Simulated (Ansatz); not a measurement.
## Zr (P6_3/mmc, 2 atoms in the cell): modes against uniaxial strain along c

Aim: how do the optical modes of Zr (P6_3/mmc, 2 atoms in the cell) shift and split under this strain?

Main program and level: Ansatz 0.2.0; DFT PBEsol, scalar-relativistic, plane waves, PAW; PAW set soft_1.

### 1. The starting structure

The structure is hexagonal, space group P6_3/mmc (No. 194). The conventional cell has a = 3.232 Å, b = 3.232 Å, c = 5.147 Å, α = 90.00°, β = 90.00°, γ = 120.00°. Nearest to Zr lie 12 Zr at 3.18 to 3.23 Å.

### 2. Bringing the structure to rest

Harmonic phonons are second derivatives at a point where the forces vanish, and they are wanted at zero stress, so atoms and cell are relaxed first.

Contents of input.yaml:

```yaml
crystal:
  lattice:
    - [3.232, 0.0, 0.0]
    - [-1.616, 2.798994105, 0.0]
    - [0.0, 0.0, 5.147]
  atoms:
    - { symbol: Zr, position: [0.33333333, 0.66666667, 0.25] }
    - { symbol: Zr, position: [0.66666667, 0.33333333, 0.75] }
kpoints:
  mp_grid: { grid: [15, 15, 8] }
hamiltonian:
  xc: pbesol
  pseudopotentials: { kind: paw, azcp: { folder: soft_1 }, xc_functional: pbe }
scf:
  occupations: { method: gaussian, width: 0.1 }
output:
  forces: true
  stress: true
  eigenvalues: true
relax:
  adjacent_minimum: "off"
  f_tol: 0.005
  max_steps: 80
  cell: { stress_tol: 0.05 }
```

On the command line:

```console
$ ansatz run input.yaml --threads 4 --pin off --max-ram 10240MiB --backend cpu --events-out ev --progress --plain --runs-dir out
```

Numbers of over 12 decimals in the logs are rounded to 6 here.

Log:

```text
Engine: ansatz 0.2.0, aarch64-unknown-linux-gnu
Pseudopotentials: kind: paw
Pseudopotential: Zr, paw, valence charge 12, recommended cutoff 420 eV (normal), soft_1/Zr.paw.azcp
Functional definition: PBEsol
  exchange = pbesol_x
  correlation = pbesol_c
Crystal: 2 atoms, lattice volume = 46.562 Å³
Basis set: ecut = 420 eV, 929 PW (Γ), exchange–correlation on 48×48×72 points (8 copies of the dense FFT grid, shifted against one another)
Bands: 16, of which v1, the nominal top of the filled ones, is band 12 counted from 1 (11 counted from 0)
Symmetry: 24 space group operations
Space group: P63/mmc (ITA 194), of the structure as read, at distance tolerance 3.6e-5 Å
k-points: 135 of 1800
Non-local potential: Zr, projectors of the file, l = 0: 3, l = 1: 2, l = 2: 2, l = 3: 1
PAW form: soft (Blöchl's): semilocal exchange-correlation on the pseudo side does not see the compensation charge
PAW frozen core: Zr, regenerated for the run's functional, and the local potential with it (the file was generated under x = pbe(κ = 0.804, μ = 0.219515), c = pbe(β = 0.066725))
PAW one-centre angular grid: Zr, 590 points (default); XC on 64 Gauss nodes
Initial density: superposition of atomic densities (chi_scale 0.1, normalization cell)
Initial wavefunctions: pseudopotential atomic-orbital guess
Functional: x = pbesol(κ = 0.804, μ = 0.123457), c = pbesol(β = 0.046)
SCF iter   1: F=—  HF=-8257.513492 eV  |F-HF|=—  |Δ(HF+E_count)|=         —  Δρ=3.01e-2  dr2=5.51e-1  ethr=3.10e-3  ⟨swp⟩=4.9  Hψ=9214  notcnv=0
preconditioner: auto → Kerker (q_TF=auto, 2.443 Å⁻¹)  [metal: Δε(μ)=0.014 eV  Ē_g=3.290 eV  σ=0.100 eV  W_gap=0.08  n_scr=10 (ndim 8)  ℏωp=15.4 eV  f_vac=0.000  D(μ)=1.73/eV (n_scr^D=22)]
SCF iter   2: F=—  HF=-8257.368287 eV  |F-HF|=—  |Δ(HF+E_count)|=   1.45e-1  Δρ=1.80e-2  dr2=1.89e-1  ethr=2.30e-3  ⟨swp⟩=2.0  Hψ=3715  notcnv=0  defer=9
SCF iter   3: F=—  HF=-8257.304742 eV  |F-HF|=—  |Δ(HF+E_count)|=   6.35e-2  Δρ=2.20e-3  dr2=1.57e-3  ethr=7.88e-4  ⟨swp⟩=3.0  Hψ=4251  notcnv=0  defer=9
SCF iter   4: F=—  HF=-8257.304701 eV  |F-HF|=—  |Δ(HF+E_count)|=   4.15e-5  Δρ=3.45e-4  dr2=4.55e-5  ethr=6.53e-6  ⟨swp⟩=2.0  Hψ=3751  notcnv=0  defer=9
SCF iter   5: F=—  HF=-8257.304695 eV  |F-HF|=—  |Δ(HF+E_count)|=   5.68e-6  Δρ=4.43e-5  dr2=5.78e-7  ethr=1.90e-7  ⟨swp⟩=1.4  Hψ=2352  notcnv=0  defer=9
SCF iter   6: F=-8257.304695 eV  HF=-8257.304695 eV  |F-HF|=2.30e-9  |Δ(HF+E_count)|=   4.29e-8  Δρ=8.86e-6  dr2=2.79e-8  ethr=4.17e-10  ⟨swp⟩=5.2  Hψ=9878  notcnv=0
SCF 1 converged in 6 iterations: F = -8257.304695 eV  dr2 = 2.79e-8
  greatest PAW one-centre occupation: 0.996 electrons in one spin orbital (limit 2), on the Zr atom at site 1 (counted from 0), in its partial waves of l = 0
relax step   1: F+E_penalty+E_count = -8257.30469526 eV  Δ(F+E_penalty+E_count) = +0.000e0 eV  max|allowed force component| = 1.850e-17 eV/Å  Δτ_max = 0.0000 Å  P = -3.276 GPa  Ω = 46.562 Å³  (6 SCF iters, dr2 threshold 1.00e-7 eV, accepted)
Crystal: 2 atoms, lattice volume = 43.180 Å³
Basis set: ecut = 420 eV, 845 PW (Γ), exchange–correlation on 48×48×72 points (8 copies of the dense FFT grid, shifted against one another)
Initial density: handed on by an earlier stage of this run
Initial wavefunctions: those handed on with the density
iter 1 solved again at ethr=1.97e-6 eV; its pass at ethr=3.10e-3 eV (dr2=4.72e-4 eV) is discarded
SCF iter   1: F=—  HF=-8257.299322 eV  |F-HF|=—  |Δ(HF+E_count)|=         —  Δρ=1.20e-3  dr2=2.88e-4  ethr=1.97e-6  ⟨swp⟩=2.0  Hψ=16111  notcnv=0
preconditioner: auto → none  [metal: Δε(μ)=0.009 eV  Ē_g=3.349 eV  σ=0.100 eV  W_gap=0.05  n_scr=8 (ndim 8)  ℏωp=16.0 eV  f_vac=0.000  D(μ)=2.05/eV (n_scr^D=22)]
SCF iter   2: F=—  HF=-8257.299409 eV  |F-HF|=—  |Δ(HF+E_count)|=   8.71e-5  Δρ=5.05e-4  dr2=3.95e-5  ethr=1.20e-6  ⟨swp⟩=3.0  Hψ=3794  notcnv=0
SCF iter   3: F=—  HF=-8257.299456 eV  |F-HF|=—  |Δ(HF+E_count)|=   4.71e-5  Δρ=8.40e-5  dr2=1.08e-6  ethr=1.64e-7  ⟨swp⟩=2.0  Hψ=2430  notcnv=0
iter 4 did not close the SCF: its close was put off for the readings that it lacked (scf_convergence_deferred on its scf_iter line)
SCF iter   4: F=-8257.299458 eV  HF=-8257.299458 eV  |F-HF|=1.90e-9  |Δ(HF+E_count)|=   1.77e-6  Δρ=5.35e-6  dr2=2.87e-9  ethr=4.49e-9  ⟨swp⟩=2.6  Hψ=3605  notcnv=0
iter 5 did not close the SCF: its close was put off for the readings that it lacked (scf_convergence_deferred on its scf_iter line)
SCF iter   5: F=-8257.299458 eV  HF=-8257.299458 eV  |F-HF|=2.18e-11  |Δ(HF+E_count)|=   1.88e-9  Δρ=7.50e-7  dr2=4.26e-11  ethr=1.19e-11  ⟨swp⟩=2.5  Hψ=3691  notcnv=0
SCF iter   6: F=-8257.299458 eV  HF=-8257.299458 eV  |F-HF|=5.46e-12  |Δ(HF+E_count)|=  2.18e-11  Δρ=6.49e-8  dr2=7.54e-13  ethr=1.00e-12  ⟨swp⟩=1.8  Hψ=5067  notcnv=0
SCF 2 converged in 6 iterations: F = -8257.299458 eV  dr2 = 7.54e-13
relax step   2: F+E_penalty+E_count = -8257.29945772 eV  Δ(F+E_penalty+E_count) = +5.238e-3 eV  max|allowed force component| = 1.850e-17 eV/Å  Δτ_max = 0.0000 Å  P = +4.243 GPa  Ω = 43.180 Å³  energy of the carried Pulay correction = +1.054e-4 eV  (6 SCF iters, dr2 threshold 2.00e-7 eV, rejected (line search))
Crystal: 2 atoms, lattice volume = 45.038 Å³
Basis set: ecut = 420 eV, 881 PW (Γ), exchange–correlation on 48×48×72 points (8 copies of the dense FFT grid, shifted against one another)
iter 1 solved again at ethr=4.10e-7 eV; its pass at ethr=3.10e-3 eV (dr2=9.84e-5 eV) is discarded
SCF iter   1: F=—  HF=-8257.322051 eV  |F-HF|=—  |Δ(HF+E_count)|=         —  Δρ=6.83e-4  dr2=1.11e-4  ethr=4.10e-7  ⟨swp⟩=2.8  Hψ=15764  notcnv=0
preconditioner: auto → none  [metal: Δε(μ)=0.012 eV  Ē_g=3.231 eV  σ=0.100 eV  W_gap=0.06  n_scr=8 (ndim 8)  ℏωp=15.6 eV  f_vac=0.000  D(μ)=2.04/eV (n_scr^D=22)]
SCF iter   2: F=—  HF=-8257.322074 eV  |F-HF|=—  |Δ(HF+E_count)|=   2.29e-5  Δρ=2.73e-4  dr2=1.25e-5  ethr=4.10e-7  ⟨swp⟩=2.4  Hψ=3726  notcnv=0
SCF iter   3: F=—  HF=-8257.322087 eV  |F-HF|=—  |Δ(HF+E_count)|=   1.28e-5  Δρ=5.50e-5  dr2=4.89e-7  ethr=5.21e-8  ⟨swp⟩=2.7  Hψ=3257  notcnv=0
SCF iter   4: F=—  HF=-8257.322087 eV  |F-HF|=—  |Δ(HF+E_count)|=   4.37e-7  Δρ=2.78e-6  dr2=1.12e-9  ethr=2.04e-9  ⟨swp⟩=2.5  Hψ=2762  notcnv=0
SCF iter   5: F=—  HF=-8257.322087 eV  |F-HF|=—  |Δ(HF+E_count)|=  5.60e-10  Δρ=7.10e-7  dr2=4.94e-11  ethr=4.66e-12  ⟨swp⟩=2.2  Hψ=3806  notcnv=0
SCF iter   6: F=-8257.322087 eV  HF=-8257.322087 eV  |F-HF|=1.82e-12  |Δ(HF+E_count)|=  1.46e-11  Δρ=8.37e-8  dr2=1.34e-12  ethr=1.00e-12  ⟨swp⟩=5.0  Hψ=9261  notcnv=0
SCF 3 converged in 6 iterations: F = -8257.322087 eV  dr2 = 1.34e-12
relax step   3: F+E_penalty+E_count = -8257.32208748 eV  Δ(F+E_penalty+E_count) = -1.739e-2 eV  max|allowed force component| = 1.480e-16 eV/Å  Δτ_max = 0.0000 Å  P = -0.206 GPa  Ω = 45.038 Å³  energy of the carried Pulay correction = +4.638e-5 eV  (6 SCF iters, accepted)
[...]
relax step   4: F+E_penalty+E_count = -8257.32222921 eV  Δ(F+E_penalty+E_count) = -1.417e-4 eV  max|allowed force component| = 2.220e-16 eV/Å  Δτ_max = 0.0000 Å  P = +0.024 GPa  Ω = 44.927 Å³  energy of the carried Pulay correction = +4.979e-5 eV  (3 SCF iters, dr2 threshold 2.00e-7 eV, accepted)
[...]
relax step   5: F+E_penalty+E_count = -8257.32224190 eV  Δ(F+E_penalty+E_count) = -1.269e-5 eV  max|allowed force component| = 2.035e-16 eV/Å  Δτ_max = 0.0000 Å  P = +0.003 GPa  Ω = 44.932 Å³  energy of the carried Pulay correction = +4.958e-5 eV  (3 SCF iters, dr2 threshold 2.48e-8 eV, accepted)
Initial wavefunctions: pseudopotential atomic-orbital guess (no wavefunctions were taken with the density)
iter 1 solved again at ethr=1.01e-7 eV; its pass at ethr=3.10e-3 eV (dr2=2.42e-5 eV) is discarded
SCF iter   1: F=—  HF=-8257.322195 eV  |F-HF|=—  |Δ(HF+E_count)|=         —  Δρ=1.78e-5  dr2=1.38e-8  ethr=1.01e-7  ⟨swp⟩=3.2  Hψ=16340  notcnv=0
preconditioner: auto → Kerker (q_TF=auto, 2.458 Å⁻¹)  [metal: Δε(μ)=0.013 eV  Ē_g=3.239 eV  σ=0.100 eV  W_gap=0.07  n_scr=10 (ndim 8)  ℏωp=15.7 eV  f_vac=0.000  D(μ)=2.05/eV (n_scr^D=22)]
SCF iter   2: F=—  HF=-8257.322190 eV  |F-HF|=—  |Δ(HF+E_count)|=   5.08e-6  Δρ=9.46e-6  dr2=4.18e-9  ethr=5.77e-11  ⟨swp⟩=2.1  Hψ=3269  notcnv=0
SCF iter   3: F=—  HF=-8257.322190 eV  |F-HF|=—  |Δ(HF+E_count)|=   7.86e-9  Δρ=4.17e-7  dr2=7.92e-11  ethr=1.74e-11  ⟨swp⟩=3.0  Hψ=3784  notcnv=0
SCF iter   4: F=-8257.322190 eV  HF=-8257.322190 eV  |F-HF|=1.82e-12  |Δ(HF+E_count)|=  9.09e-12  Δρ=9.53e-8  dr2=3.48e-12  ethr=1.00e-12  ⟨swp⟩=5.3  Hψ=9604  notcnv=0
SCF 6 converged in 4 iterations: F = -8257.322190 eV  dr2 = 3.48e-12
relax step   6: F+E_penalty+E_count = -8257.32218965 eV  Δ(F+E_penalty+E_count) = +5.225e-5 eV  max|allowed force component| = 2.035e-16 eV/Å  Δτ_max = 0.0000 Å  P = +0.003 GPa  Ω = 44.932 Å³  stress off target by 8.42e-3 GPa  SCF on the basis re-selected at this cell (its energy is not comparable with the rows above)  (4 SCF iters)
basis re-selected at this cell: Δ(F+E_penalty+E_count) = +5.225e-5 eV, ΔP = +0.000 GPa vs the last step (what re-selecting the basis moved, of the pressure what is left beyond the Pulay correction that the steps carried, after the strain that the cell walked since its last selection, with what the two solves' SCF thresholds leave and, on support functions, any second-order correction that the steps lacked; it is no m [...]
SCF converged after 4 iterations
Free energy (F): -8257.322190 eV
Harris-Foulkes:  -8257.322190 eV  (|F-HF|=1.82e-12)
Internal energy: -8257.311964 eV  (E = F + TS)
E sigma→0 (E₀):  -8257.317077 eV
Entropy (-TS):   -0.010225 eV (-5.113 meV/atom)
Fermi energy:    14.447185 eV
--- Per-component energies (eV) ---
  E_band       = -181.320882
  E_kinetic    = 632.633361
  E_local      = -1177.228490  (includes V_loc(G=0)·N_el)
  E_nonlocal   = 153.871185
  E_hartree    = 382.426059
  E_xc         = -307.181070
  E_vxc        = -364.619876  (∫ρ·V_xc dr)
  E_paw        = -5819.847335  (= ΣΔE_a)
  E_vpaw       = -190.829117  (= ΣTr[D̂ρ^β])
  E_aug_tail   = -0.000050  (compensation charges beyond the density's cutoff)
  E_ewald      = -2122.317068
  E_core_change = 0.331442  (= ΣΔE_core)
  E_smearing   = -0.010225  (= −TS)
  E_closure    = 0.000000  (closes the sum)
  Σ components = -8257.322190   (vs F -8257.322190, Δ=0.00e0)
--- Forces (eV/Å), atoms counted from 1 ---
  atom   1  Zr     0.00000000    -0.00000000     0.00000000
  atom   2  Zr     0.00000000     0.00000000    -0.00000000
  max |Σ_I F_I| component: 3.70e-17 eV/Å
--- Stress (GPa, compression-positive) ---
        0.000993       0.000000      -0.000000
        0.000000       0.000993      -0.000000
       -0.000000      -0.000000       0.008420
  P = ⅓ Tr σ = 0.0035 GPa (0.035 kbar)
--- Band table (eV; the first three rows and the last of 135) ---
  k-point 0: bands = [... 8 lower, 8.7015, 11.2901, 15.3069, 15.3069, 15.3719, 15.6797, 16.0149, 16.0149]
  k-point 1: bands = [... 8 lower, 8.8365, 11.2857, 15.2407, 15.2407, 15.2691, 15.4275, 15.9161, 15.9161]
  k-point 2: bands = [... 8 lower, 9.2220, 11.2207, 14.8904, 14.9985, 15.1437, 15.1437, 15.6814, 15.6814]
  k-point 134: bands = [... 8 lower, 12.9137, 12.9137, 13.1174, 13.1174, 14.4475, 14.4475, 16.4970, 16.4970]
--- Relaxed structure (5 steps of the walk, 4 accepted, 1 SCFs on fresh bases) ---
  F+E_penalty+E_count = -8257.32218965 eV   max|allowed force component| = 2.035e-16 eV/Å   (the final SCF, on the basis selected at the relaxed cell)
  cell:  # Å, volume = 44.9320 Å³
    - [3.183866, 0, 0]
    - [-1.591933, 2.757308, 0]
    - [0, 0, 5.118181]
  atoms:
    - { symbol: Zr, position: [0.333333, 0.666667, 0.25] }
    - { symbol: Zr, position: [0.666667, 0.333333, 0.750000] }
```

It took 8 s on 4 threads of Arm Neoverse V1, shared host; peak memory 0.4 GiB; 30 s of CPU time.

The steps of the relaxation:

| step | energy less that of the first step (eV) | largest force component (eV/Å) | pressure (GPa) | volume (Å³) |
| --- | --- | --- | --- | --- |
| 1 | 0.0000 | 0.0000 | -3.28 | 46.56 |
| 2 | 0.0052 | 0.0000 | 4.24 | 43.18 |
| 3 | -0.0174 | 0.0000 | -0.21 | 45.04 |
| 4 | -0.0175 | 0.0000 | 0.02 | 44.93 |
| 5 | -0.0175 | 0.0000 | 0.00 | 44.93 |
| 6* | -0.0175 | 0.0000 | 0.00 | 44.93 |

Relaxation steps marked * repeat the geometry before them on a plane-wave basis chosen anew for their cell, so energy and pressure can jump there. Relaxation step 2 was tried and not accepted.

Forces are held to the 24 operations that the run works with; a distortion that breaks them can't arise in this run.

| conventional cell, symmetrised | before | after | change |
| --- | --- | --- | --- |
| a (Å) | 3.232 | 3.184 | -1.5 % |
| b (Å) | 3.232 | 3.184 | -1.5 % |
| c (Å) | 5.147 | 5.118 | -0.6 % |
| volume (Å³/atom) | 23.28 | 22.47 | -3.5 % |

Final coordinates:

```xyz
2
Lattice="3.1839 0.0000 0.0000 -1.5919 2.7573 0.0000 0.0000 0.0000 5.1182" Properties=species:S:1:pos:R:3 pbc="T T T"
Zr    0.0000    1.8382    1.2795
Zr    1.5919    0.9191    3.8386
```

This step gave:

* pressure: 0.003468 GPa
* volume per atom: 22.47 Å³
* gap on the k-mesh: 0 eV

In this step the volume went from 23.28 to 22.47 Å³/atom.

### 3. Tight relaxation

Phonons need small forces and stress, so the relaxation is finished with tight tolerances on 15×15×8 k points.

input.yaml, the sections that differ from step 2:

```yaml
crystal:
  lattice:
    - [3.1838655391, 0.0, 0.0]
    - [-1.5919327696, 2.7573084391, 0.0]
    - [0.0, 0.0, 5.1181806806]
  atoms:
    - { symbol: Zr, position: [0.3333333333, 0.6666666667, 0.25] }
    - { symbol: Zr, position: [0.6666666667, 0.3333333333, 0.75] }
scf:
  occupations: { method: methfessel_paxton, width: 0.2 }
relax:
  adjacent_minimum: "off"
  f_tol: 0.001
  max_steps: 60
  cell: { stress_tol: 0.01 }
# kpoints, hamiltonian, output: as in step 2
```

Log:

```text
[...]
Crystal: 2 atoms, lattice volume = 44.932 Å³
Basis set: ecut = 420 eV, 881 PW (Γ), exchange–correlation on 48×48×72 points (8 copies of the dense FFT grid, shifted against one another)
Bands: 16, of which v1, the nominal top of the filled ones, is band 12 counted from 1 (11 counted from 0)
Symmetry: 24 space group operations
[...]
k-points: 135 of 1800
[...]
k-point 134: bands = [... 8 lower, 12.9157, 12.9157, 13.1198, 13.1198, 14.4504, 14.4504, 16.4998, 16.4998]
--- Relaxed structure (3 steps of the walk, 2 accepted, 1 SCFs on fresh bases) ---
[...]
cell:  # Å, volume = 44.9246 Å³
    - [3.183693, 2.8866000593851526e-11, 0.0]
    - [-1.591847, 2.757159, 0.0]
    - [0.0, 0.0, 5.117891]
  atoms:
    - { symbol: Zr, position: [0.333333, 0.666667, 0.25] }
    - { symbol: Zr, position: [0.666667, 0.333333, 0.750000] }
[key lines of the parts left out:]
SCF converged after 4 iterations
Free energy (F): -8257.315876 eV
Fermi energy:    14.451849 eV
P = ⅓ Tr σ = 0.0000 GPa (0.000 kbar)
```

The job ended after 5.3 s (4 threads; peak memory 0.4 GiB; 20 s of CPU time).

Little changed from the start: no atom moved by 0.005 Å and no cell edge by 0.1 %.

Numbers from this step:

```
pressure        : 8.68e-6 GPa
volume per atom : 22.46 Å³
```

The forces vanish by symmetry and the pressure is 0.000 GPa, within the tolerances set. The cell now holds 22.46 Å³/atom.

### 4. Modes at rest

Phonons follow from the second derivative of the energy, found here by linear response.

The modes at rest are the reference of the series.

input.yaml, the sections that differ from step 3:

```yaml
crystal:
  lattice:
    - [3.1836932772, 0.0, 0.0]
    - [-1.5918466386, 2.7571592559, 0.0]
    - [0.0, 0.0, 5.1178911404]
  atoms:
    - { symbol: Zr, position: [0.3333333333, 0.6666666667, 0.25] }
    - { symbol: Zr, position: [0.6666666667, 0.3333333333, 0.75] }
output:
  eigenvalues: true
phonons:
  method: dfpt
# kpoints, hamiltonian, scf: as in step 3
# relax: removed
```

Log:

```text
zone centre: on kpoints.mp_grid the ground state, and the responses unless they are solved on pairs of k-points, stand on 320 of the mesh's 1800 k-points, reduced under 4 symmetry operations, with k and −k counted as one. Each operation leaves every solved displacement unchanged or reverses it
[...]
Crystal: 2 atoms, lattice volume = 44.925 Å³
Basis set: ecut = 420 eV, 881 PW (Γ), exchange–correlation on 48×48×72 points (8 copies of the dense FFT grid, shifted against one another)
Bands: 16, of which v1, the nominal top of the filled ones, is band 12 counted from 1 (11 counted from 0)
Symmetry: 24 space group operations
k-points: 320 of 1800 (irreducible under 4 space group operations, time reversal used)
[...]
SCF iter   1: F=—  HF=-8257.514164 eV  |F-HF|=—  |Δ(HF+E_count)|=         —  Δρ=3.02e-2  dr2=5.20e-1  ethr=3.10e-3  ⟨swp⟩=5.1  Hψ=47083  notcnv=0
automatic band count: the SCF goes on with 20 bands, as 16 were too few: they end inside the smearing window of the response
[...]
SCF iter   2: F=—  HF=-8257.383669 eV  |F-HF|=—  |Δ(HF+E_count)|=   1.30e-1  S|Δr|=    0.00e0  Δρ=1.86e-2  dr2=1.93e-1  ethr=2.17e-3  ⟨swp⟩=1.8  Hψ=9831  notcnv=0  defer=110
[...]
SCF iter   9: F=-8257.315876 eV  HF=-8257.315876 eV  |F-HF|=0.00e0  |Δ(HF+E_count)|=  1.82e-12  S|Δr|=    0.00e0  Δρ=2.58e-8  dr2=2.13e-13  ethr=1.00e-12  ⟨swp⟩=9.4  Hψ=25941  notcnv=0
SCF 1 converged in 9 iterations: F = -8257.315876 eV  dr2 = 2.13e-13
[...]
DFPT response loops at Γ: preconditioner auto → Kerker (q_TF=auto, 2.458 Å⁻¹) (partly filled bands, converged f_vac=0.000); β = 1.00, the filter's whole step (`scf.mixing.beta` (0.50) is not read by the response loops under this deck's `scf.mixing.preconditioner`; to damp them name `kerker` or `kerker_dos`, under which they read `scf.mixing.beta`, and type it under 1.00, their step now; both keys bind the ground state too); Broyden in place of MSR1
SCF converged after 9 iterations
[...]
Free energy (F): -8257.315876 eV
[...]
Internal energy: -8257.317930 eV  (E = F + TS)
E sigma→0 (E₀):  -8257.316389 eV
Entropy (-TS):   0.002055 eV (1.027 meV/atom)
Fermi energy:    14.451850 eV
[...]
--- Band table (eV; the first three rows and the last of 320) ---
  k-point 0: bands = [... 8 lower, 8.7040, 11.2923, 15.3096, 15.3096, 15.3742, 15.6829, 16.0178, 16.0178, ... 4 higher]
  k-point 1: bands = [... 8 lower, 8.8390, 11.2880, 15.2433, 15.2433, 15.2714, 15.4306, 15.9189, 15.9189, ... 4 higher]
  k-point 2: bands = [... 8 lower, 9.2246, 11.2232, 14.8932, 15.0008, 15.1464, 15.1464, 15.6841, 15.6841, ... 4 higher]
  k-point 319: bands = [... 8 lower, 12.0880, 12.0880, 13.7622, 13.7622, 14.4750, 14.4750, 16.3131, 16.3131, ... 4 higher]
--- Phonons (Γ-DFPT): 2 representative perturbations + reference, on 320 of 1800 k-points (Σ response iterations 6) ---
  k mesh reduced under 4 symmetry operations, with k and −k counted as one. Each operation leaves every solved displacement unchanged or reverses it
  ASR residual: 9.122e-6 → 0.000e0 eV/Å²; symmetrization residual: 1.137e-13 eV/Å²
  ASR residual per site (eV/Å²): 9.12e-6 9.12e-6
  Γ frequencies (cm⁻¹): 0.00 0.00 0.00 63.26 63.26 163.22
  non-analytic LO–TO correction: not included (Born effective charges unavailable; polar crystals: no LO–TO splitting at Γ)
```

The job ended after 18 s (4 threads; peak memory 0.95 GiB; 68 s of CPU time).

Numbers from this step:

```
sum-rule residual before enforcement                    : 9.12e-6 eV/Å²
point group                                             : 6/mmm
highest optical mode at the zone centre (no LO-TO term) : 163.2 cm⁻¹
lowest optical zone-centre mode                         : 63.26 cm⁻¹
```

Patterns of degenerate modes are one choice out of their space. Modes at Γ:

| mode | frequency (cm⁻¹) | symmetry |
| --- | --- | --- |
| 1 | 0.0 | acoustic |
| 2 | 0.0 | acoustic |
| 3 | 0.0 | acoustic |
| 4 | 63.3 | E2g |
| 5 | 63.3 | E2g |
| 6 | 163.2 | B1g |

Displacements in mode 4 (63.3 cm⁻¹), the largest set to 1:
```
Zr1  1.00  0.00  0.00
Zr2 -1.00  0.00  0.00
```

Displacements in mode 6 (163.2 cm⁻¹), the largest set to 1:
```
Zr1  0.00  0.00  1.00
Zr2  0.00  0.00 -1.00
```

Before it was imposed, the acoustic sum rule was missed by 9.1e-6 eV/Å². Small misses are needed for a sound result but don't prove that mesh and cutoff are converged. The lowest optical mode is real, 63.3 cm⁻¹.

(Continued in part 2 of 2.)

[Logs are printed without paths, hosts, clocks, repeated set-up lines and the standing remarks that a program may print on its own settings, such as how far it seeks lower states.]

[Hosts, paths, dates, database ids (printed as entryN), source tags and the programs' standing remarks are cut or masked in the printed files.]
